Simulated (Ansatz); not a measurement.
In doubt: masses and optical values from hybrid runs of this build are listed as unsure, which bears on the screening that GW takes from such a start.

Rows from a G0W0 calculation on InGaAs2 (zincblende [001] superlattice) (P-4m2) (Ansatz 0.2.0; G0W0 on HSE06, plane waves, PAW; 4×4×4 mesh, 172 empty bands, screening to 84 eV), in eV. Spin-orbit coupling is left out.

The structure was built from a prototype and need not be the compound's stable phase.

| row | k | band | start | Σx | Σc at the solution | Vxc |
| --- | --- | --- | --- | --- | --- | --- |
| A | Γ | c2 | 10.023 | -6.826 | -3.551 | -10.261 |
| B | Γ | v2 | 7.923 | -16.797 | 1.263 | -15.509 |
| C | Γ | v1 | 7.923 | -16.797 | 1.263 | -15.510 |
| D | Γ | c1 | 8.828 | -10.869 | -3.440 | -14.521 |

Q: Give the quasiparticle energies and the shift of each level.

The quasiparticle equation reads E = start + Σx + Σc(E) − Vxc.

| row | E (eV) | shift (eV) |
| --- | --- | --- |
| A | 9.908 | −0.115 |
| B | 7.898 | −0.025 |
| C | 7.899 | −0.025 |
| D | 9.040 | +0.212 |

The gap over the computed points goes from 0.90 eV to 1.14 eV.

Limits: not at the basis limit; no spin-orbit coupling; coarse k mesh.

[Runs of the session that timed out or met a known fault of the program may be left out.]

[Cells called generated may have been cut or substituted from an entry of the Crystallography Open Database or the Materials Project.]

[Hosts, paths, dates, database ids (printed as entryN), source tags and the programs' standing remarks are cut or masked in the printed files.]
